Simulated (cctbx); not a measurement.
# A disordered crystal of nominal TlFeI2F

Cell a = 7.6740 Å, b = 7.6740 Å, c = 10.0970 Å, α = 90.00°, β = 90.00°, γ = 90.00°; space group I4/mcm (no. 140); nominal formula TlFeI2F.

The data are simulated with cctbx, not measured: Cu Kα, λ = 1.54184 Å, to d = 0.83 Å, 70 % of the full sphere, strongest reflection 20000 counts, noise from counting, a 2 % proportional error and a noise floor of 2 counts (s.d.); no absorption.

With every site full:

```text
Rint 0.022, 163 unique reflections to 0.83 A
cycle     R1     wR2    GooF  max shift (A)
   1  0.0884  0.1990  13.332   0.00038
   2  0.0110  0.0271   1.813   0.00000
final R1 0.0110 wR2 0.0271 GooF 1.813  parameters 11  data/parameter 14.8
atom        x        y        z      Ueq    occ   su(xyz)  su(Uiso or U11)
Tl1    0.00000  0.00000  0.75000   0.0078  1.000  0.00000  0.0002
I1     0.23157  0.26843  0.50000   0.0066  1.000  0.00004  0.0002
Fe1    0.50000  0.00000  0.00000   0.0115  1.000  0.00000  0.0005
F2     0.50000  0.00000  0.25000  -0.0113  1.000  0.00000  0.0012  NPD
difference map: max 1.44 min -0.35 rms 0.17
Q1    0.0000  0.5000  0.2500    4    1.46  0.00 A from F2
Q2    0.0000  0.0000  0.2500    4    0.96  0.00 A from Tl1
Q3    0.0000  0.5000  0.0858    8    0.39  0.87 A from Fe1
Q4    0.0002  0.2594  0.0000   16    0.28  1.78 A from I1
Q5    0.2134  0.2866  0.1467   16    0.25  1.60 A from I1
Q6    0.1291  0.1177  0.1635   32    0.24  1.60 A from Tl1
```

With the occupancies of the suspect sites free, each still typed as its main element:

```text
Rint 0.022, 163 unique reflections to 0.83 A
cycle     R1     wR2    GooF  max shift (A)
   1  0.0396  0.0948   6.389   0.00006
  20  0.0070  0.0157   1.059   0.00001
final R1 0.0069 wR2 0.0156 GooF 1.051  parameters 13  data/parameter 12.5
atom        x        y        z      Ueq    occ   su(xyz)  su(Uiso or U11)
Tl1    0.00000  0.00000  0.75000   0.0086  1.000  0.00000  0.0001
I1     0.23159  0.26841  0.50000   0.0062  0.979  0.00002  0.0001
Fe1    0.50000  0.00000  0.00000   0.0122  1.000  0.00000  0.0003
F2     0.50000  0.00000  0.25000  -0.0031  1.147  0.00000  0.0011  NPD
su of occupancy I1: 0.002
su of occupancy F2: 0.017
difference map: max 0.55 min -0.30 rms 0.09
Q1    0.0000  0.5000  0.2500    4    0.56  0.00 A from F2
Q2    0.0000  0.5000  0.0962    8    0.30  0.97 A from Fe1
Q3    0.2159  0.2841  0.1508   16    0.26  1.63 A from I1
Q4    0.2497  0.2503  0.0308   16    0.26  0.37 A from I1
Q5    0.9980  0.2630  0.0000   16    0.24  1.76 A from I1
Q6    0.0443  0.1491  0.3972   32    0.22  1.91 A from Tl1
```

**Question.** What is the disorder?

X-rays count electrons. I1 refines to 0.979(0.002), or 51.9 electrons; the site truly holds 0.975 I and 0.025 F, 51.9 electrons, which is 0.979 of I; F2 refines to 1.147(0.017), or 10.3 electrons; the site truly holds 0.95 F and 0.05 I, 11.2 electrons, which is 1.244 of F. A value under 1 can't tell vacancies from a lighter guest, and one over 1 needs a heavier guest; chemistry or a second radiation must settle which. Occupancy correlates with U and the scale, and the two elements' form factors differ in shape, so the match is approximate.

Freeing them takes R1 from 0.0110 to 0.0069 and GooF from 1.81 to 1.05.

The model was made for the exercise: a known structure type with other elements put in, its volume estimated, not relaxed; displacement parameters are assumed.

[Middle refinement cycles are left out of these outputs.]

[Logs are printed without paths, hosts, clocks, repeated set-up lines and the standing remarks that a program may print on its own settings, such as how far it seeks lower states.]
